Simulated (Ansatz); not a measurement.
# Lattice dynamics of SiPb (model cell, started as zinc blende)

Aim: the phonons of SiPb (model cell, started as zinc blende) at a cell relaxed beforehand at this level. After the zone centre comes a 4×4×4 q mesh on a 12×12×12 k mesh.

Main program and level: Ansatz 0.2.0; DFT PBEsol, scalar-relativistic, plane waves, PAW.

This is a report of a sequence of runs, with most program output left out.

The structure was built from a prototype and need not be the compound's stable phase.

**1. Starting point**

It takes space group F-43m (No. 216, cubic). Conventional cell: a = 6.187 Å, b = 6.187 Å, c = 6.187 Å, α = 90.00°, β = 90.00°, γ = 90.00°. Nearest to Pb lie 4 Si at 2.68 Å. Si has 4 Pb at 2.68 Å nearest. Farther neighbours are not listed.

**2. Linear response at the zone centre**

The cell comes from relaxations at this level that are not shown. The zone centre comes first: it holds the modes that light can see, as far as symmetry allows. No field response is asked, since the mesh shows no gap.

Contents of input.yaml:

```yaml
crystal:
  lattice:
    - [0.0, 3.0937247481, 3.0937247481]
    - [3.0937247481, 0.0, 3.0937247481]
    - [3.0937247481, 3.0937247481, 0.0]
  atoms:
    - { symbol: Pb, position: [0.0, 0.0, 0.0] }
    - { symbol: Si, position: [0.25, 0.25, 0.25] }
kpoints:
  mp_grid: { grid: [12, 12, 12] }
hamiltonian:
  xc: pbesol
scf:
  occupations: { method: methfessel_paxton, width: 0.2 }
output:
  eigenvalues: true
phonons:
  method: dfpt
```

Command:

```bash
$ ansatz run input.yaml --threads 8 --pin off --max-ram 14336MiB --backend cpu --events-out ev --progress --plain --runs-dir out
```

The job ended after 2.5 s (8 threads of AMD EPYC 9R45, shared host; peak memory 0.78 GiB).

This step gave:

* volume per atom: 29.61 Å³
* gap on the k-mesh: 0 eV
* sum-rule residual before enforcement: 1.57e-5 eV/Å²
* point group: -43m
* highest optical mode at the zone centre (no LO-TO term): 281.2 cm⁻¹
* lowest optical zone-centre mode: 281.2 cm⁻¹

Patterns of degenerate modes are one choice out of their space. The modes at Γ (shares of kinetic energy by element, %):

```tsv
mode	frequency (cm⁻¹)	symmetry	Pb %	Si %
1	0.0	acoustic	88	12
2	0.0	acoustic	88	12
3	0.0	acoustic	88	12
4	281.2	T2	12	88
5	281.2	T2	12	88
6	281.2	T2	12	88
```

Displacements in mode 5 (281.2 cm⁻¹), the largest set to 1:
```
Pb1  0.00 -0.14  0.00
Si2  0.00  1.00  0.00
```

Before it was imposed, the acoustic sum rule was missed by 1.6e-5 eV/Å². Small misses are needed for a sound result but don't prove that mesh and cutoff are converged. The lowest optical mode is real, 281 cm⁻¹.

**3. Phonons on a q mesh**

Stability and thermal properties need the whole zone. Linear response on a 4×4×4 q mesh gives force constants as far as a supercell of that size would.

Edit input.yaml of step 2 so:

```diff
@@ -18 +18,8 @@
   method: dfpt
+  qmesh: [4, 4, 4]
+  temperatures: { t_max: 1000, t_step: 50 }
+  qpath:
+    path:
+      - [[0.0, 0.0, 0.0], [-0.5, -0.5, 0.0], [-0.375, -0.375, 0.25]]
+      - [[-0.375, 0.0, 0.375], [0.0, 0.0, 0.0], [0.0, 0.0, 0.5], [-0.5, -0.25, 0.25], [-0.5, -0.5, 0.0]]
+    npoints: 10
```

Wall time 50 s (8 threads); peak memory 3 GiB; 6.1 min of CPU time.

Numbers from this step:

| Property | Result |
| --- | --- |
| sum-rule residual before enforcement | 3.14e-5 eV/Å² |
| lowest frequency on the path | 0 cm⁻¹ |
| highest frequency on the path or at a solved wavevector | 309.4 cm⁻¹ |
| mean frequency | 175.3 cm⁻¹ |
| Debye temperature (second moment) | 390 K |
| logarithmic mean frequency | 127 cm⁻¹ |
| lowest mode on the q mesh (acoustic modes at Γ apart) | 29.71 cm⁻¹ |
| zero-point energy per atom | 32.59 meV |
| heat capacity at 300 K | 23.01 J/(mol atoms K) |
| vibrational entropy at 300 K | 38.32 J/(mol atoms K) |
| edges of the widest gap between branches, on path and mesh | 117.1, 271 cm⁻¹ |

Frequencies (cm⁻¹) solved at each irreducible wavevector; negative means imaginary. Frequencies by wavevector, by row:

```tsv
q in reciprocal lattice units	star	mode 1	mode 2	mode 3	mode 4	mode 5	mode 6
0 0 0	1	0	0	0	281.2	281.2	281.2
0 0 0.25	8	29.7	29.7	78.6	287.5	287.5	294
0 0 -0.5	4	34	34	109.1	289.8	289.8	301.2
0 0.25 0.25	6	38.7	38.7	81.9	285.3	285.3	302.8
0 0.25 -0.5	24	40.6	55.7	101.2	278.8	287	302.7
0 0.25 -0.25	12	40.4	56.5	92.6	277	288	300.2
0 -0.5 -0.5	3	38.1	38.1	117.1	286.5	286.5	309.4
0.25 -0.5 -0.25	6	52.4	59.1	101.5	272.3	285.1	301.5
```

Interpolated from a 4×4×4 q mesh. The phonon branches at the labelled points (cm⁻¹):

```tsv
point	branch 1	branch 2	branch 3	branch 4	branch 5	branch 6
Γ	0	0	0	281	281	281
halfway	39	39	82	285	285	303
X	38	38	117	286	286	309
halfway	40	44	114	282	287	307
U	44	53	106	274	287	304
jump to K	44	53	106	274	287	304
halfway	33	51	81	284	289	296
Γ	0	0	0	281	281	281
halfway	30	30	79	288	288	294
L	34	34	109	290	290	301
halfway	44	53	101	277	288	301
W	52	59	102	272	285	302
halfway	45	48	110	280	286	305
X	38	38	117	286	286	309
```

Tetrahedra on a 20×20×20 mesh, mean over bins of 5 cm-1. Interpolated from a 4×4×4 q mesh. Phonon density of states against wavenumber; read off at these points:

wavenumber (cm⁻¹), phonon density of states (1/cm⁻¹/cell) and a bar:
```
        2      0.000 
       18      0.003 
       32      0.028 ###
       42      0.103 ############
       48      0.074 #########
       62      0.003 
       78      0.006 #
       92      0.018 ##
      102      0.068 ########
      108      0.021 ###
      122      0.000 
      138      0.000 
      152      0.000 
      162      0.000 
      178      0.000 
      192      0.000 
      208      0.000 
      222      0.000 
      238      0.000 
      252      0.000 
      268      0.000 
      282      0.075 #########
      288      0.248 ##############################
      298      0.040 #####
      302      0.122 ###############
      312      0.000
```

The partial phonon density of states has structure finer than the step of the table below, so its rows give means over 10 cm⁻¹, whole bins alone (the curve runs from -10 to 329 cm⁻¹). Peaks (cm⁻¹: height): Pb 43.2: 0.0844, 100.8: 0.0630, 286.1: 0.0184; Si 286.1: 0.185, 301.0: 0.0987.

Phonopy on the run's constants, 15x15x15 mesh, Gaussian sigma 2.4 cm-1. Interpolated from a 4×4×4 q mesh. The partial phonon density of states by wavenumber; means over each step; values in 1/cm⁻¹/cell:

```tsv
wavenumber (cm⁻¹)	Pb	Si
0	9.2e-5	1.3e-5
10	9.7e-4	1.3e-4
20	0.00452	5.7e-4
30	0.0199	0.00232
40	0.0716	0.00758
50	0.0677	0.00642
60	0.0216	0.00199
70	0.00372	3.0e-4
80	0.00671	4.2e-4
90	0.0157	5.9e-4
100	0.0489	6.7e-4
110	0.0164	1.2e-4
120	0.00119	2.4e-6
130	0	0
140	0	0
150	0	0
160	0	0
170	0	0
180	0	0
190	0	0
200	0	0
210	0	0
220	0	0
230	0	0
240	0	0
250	0	0
260	2.0e-7	3.8e-5
270	2.9e-4	0.0181
280	0.00533	0.0760
290	0.0101	0.101
300	0.00465	0.0686
310	7.3e-4	0.0156
320	4.5e-7	3.0e-5
```

Second derivatives of the energy by pair, one row for each kind of neighbour of each atom listed. Each entry sums the pair over the periodic images of the supercell that the q mesh stands for, and in a polar crystal it holds the long-range dipole part too. Force constants by pair, by row:

```tsv
atom	neighbour	distance (Å)	third of the trace (eV/Å²)	along the pair's line (eV/Å²)
Pb1	itself	0	7.739	–
Pb1	Si	2.679	-1.911	-4.987
Pb1	Pb	4.375	-0.0066	-0.2455
Pb1	Si	5.13	0.0361	0.0511
Pb1	Pb	6.187	-0.0095	-0.0153
Pb1	Si	6.743	-0.027	0.0252
Si2	itself	0	8.073	–
Si2	Pb	2.679	-1.911	-4.987
Si2	Si	4.375	-0.034	-0.1963
Si2	Pb	5.13	0.0361	0.0511
Si2	Si	6.187	-0.0112	-0.0102
Si2	Pb	6.743	-0.027	0.0252
```

Harmonic thermodynamic functions per atom, from the density of states. Interpolated from a 4×4×4 q mesh. Thermodynamic functions, by row:

```tsv
T (K)	F_vib (meV/atom)	S (J/mol-atom/K)	C_V (J/mol-atom/K)
0	32.59	0	0
50	30.91	8.265	9.783
100	24.35	16.7	15.06
200	0.09	29.35	21.03
300	-35.22	38.32	23.01
400	-78.58	45.06	23.81
500	-128.2	50.42	24.21
600	-182.8	54.86	24.43
700	-241.6	58.63	24.56
800	-304.1	61.92	24.65
900	-369.9	64.83	24.71
1000	-438.4	67.43	24.75
```

Harmonic mean-square displacement, third of the trace. Interpolated from a 4×4×4 q mesh. Mean square displacements, by row:

```tsv
T (K)	Pb1 U_eq (Å²)	Si2 U_eq (Å²)
0	0.00148	0.00291
100	0.00495	0.00567
300	0.01434	0.01398
600	0.02859	0.02727
```

Symmetry leaves 8 wavevectors to solve. The lowest mode among them, the acoustic zeros apart, lies at q = (0, 0, 0.25) and is real, 29.7 cm⁻¹.

**4. Finite displacements in a supercell**

Finite displacements in a 2×2×2 supercell give force constants from forces alone. They are exact at the wavevectors that the supercell holds, where they check the linear-response result.

Edit input.yaml of step 3 so:

```diff
@@ -17,4 +17,4 @@
 phonons:
-  method: dfpt
-  qmesh: [4, 4, 4]
+  method: fd
+  supercell: [2, 2, 2]
   temperatures: { t_max: 1000, t_step: 50 }
```

Elapsed: 13 s, on 8 threads; peak memory 3 GiB; 99 s of CPU time.

Numbers from this step:

```
atoms in the supercell               : 16
sum-rule residual before enforcement : 1.78e-4 eV/Å²
```

Interpolated from a 2×2×2 supercell, rough between the solved points. The phonon branches at the labelled points (cm⁻¹):

```tsv
point	branch 1	branch 2	branch 3	branch 4	branch 5	branch 6
Γ	0	0	0	281	281	281
halfway	26	26	83	285	285	297
X	38	38	117	286	286	309
halfway	38	50	115	287	287	308
U	38	68	109	288	290	305
jump to K	38	68	109	288	290	305
halfway	28	45	81	287	287	295
Γ	0	0	0	281	281	281
halfway	24	24	74	286	286	292
L	34	34	109	290	290	301
halfway	39	62	106	289	292	301
W	55	66	107	287	293	303
halfway	48	52	113	287	289	307
X	38	38	117	286	286	309
```

Tetrahedra on a 18×18×18 mesh, mean over bins of 5 cm-1. Interpolated from a 2×2×2 supercell, rough between the solved points. Table of phonon density of states by wavenumber; read off at these points:

```tsv
wavenumber (cm⁻¹)	phonon density of states (1/cm⁻¹/cell)
2	1.6e-4
12	0.00441
22	0.0164
32	0.0625
38	0.0864
48	0.0350
58	0.0267
68	0.0324
78	0.00568
88	0.00966
98	0.0203
108	0.0659
122	0
132	0
142	0
152	0
162	0
172	0
182	0
192	0
208	0
218	0
228	0
238	0
248	0
258	0
268	0
282	0.0328
288	0.296
292	0.0978
302	0.103
312	0
```

At Γ the two methods differ by at most 0.0 cm⁻¹.

**5. Summary of results**

- space group (within 0.01 Å): F-43m
- volume per atom: 29.6 Å³
- electronic character: no gap on this mesh
- highest optical mode at the zone centre (no LO-TO term): 281 cm⁻¹
- lowest optical zone-centre mode: 281 cm⁻¹
- lowest mode on the q mesh (acoustic modes at Γ apart): 29.7 cm⁻¹
- highest frequency on the path or at a solved wavevector: 309 cm⁻¹
- zero-point energy per atom: 32.6 meV
- heat capacity at 300 K: 23.0 J/(mol atoms K)
- vibrational entropy at 300 K: 38.3 J/(mol atoms K)
- Debye temperature (second moment): 390 K
- imaginary modes on the 4×4×4 q mesh: none

What this shows: The structure is a minimum as far as tested: no mode is imaginary at the 8 irreducible wavevectors of the 4×4×4 mesh, and the softest away from the acoustic zeros lies at 30 cm⁻¹. The optical modes at Γ form one degenerate level at 281 cm⁻¹. The highest mode in this list at Γ, 281.2 cm⁻¹, is mostly motion of Si (88 % of the kinetic energy). On the path and the mesh, the widest gap between branches runs from 117 to 271 cm⁻¹. Finite displacements and linear response differ by 0.0 cm⁻¹ in the highest zone-centre mode. With no gap, or one that is small against the smearing, the frequencies hang on the k mesh and the smearing, most of all near Kohn anomalies. Spin-orbit coupling is left out, which can matter for the heavy elements here. A phonon run warned that its eigensolver left some bands unconverged in a pass. The starting cell was built on a prototype and not taken from a measurement, so the phase need not exist. These are harmonic frequencies at zero temperature: anharmonic shifts, linewidths and thermal expansion are left out.

[Logs are printed without paths, hosts, clocks, repeated set-up lines and the standing remarks that a program may print on its own settings, such as how far it seeks lower states.]

[Hosts, paths, dates, database ids (printed as entryN), source tags and the programs' standing remarks are cut or masked in the printed files.]
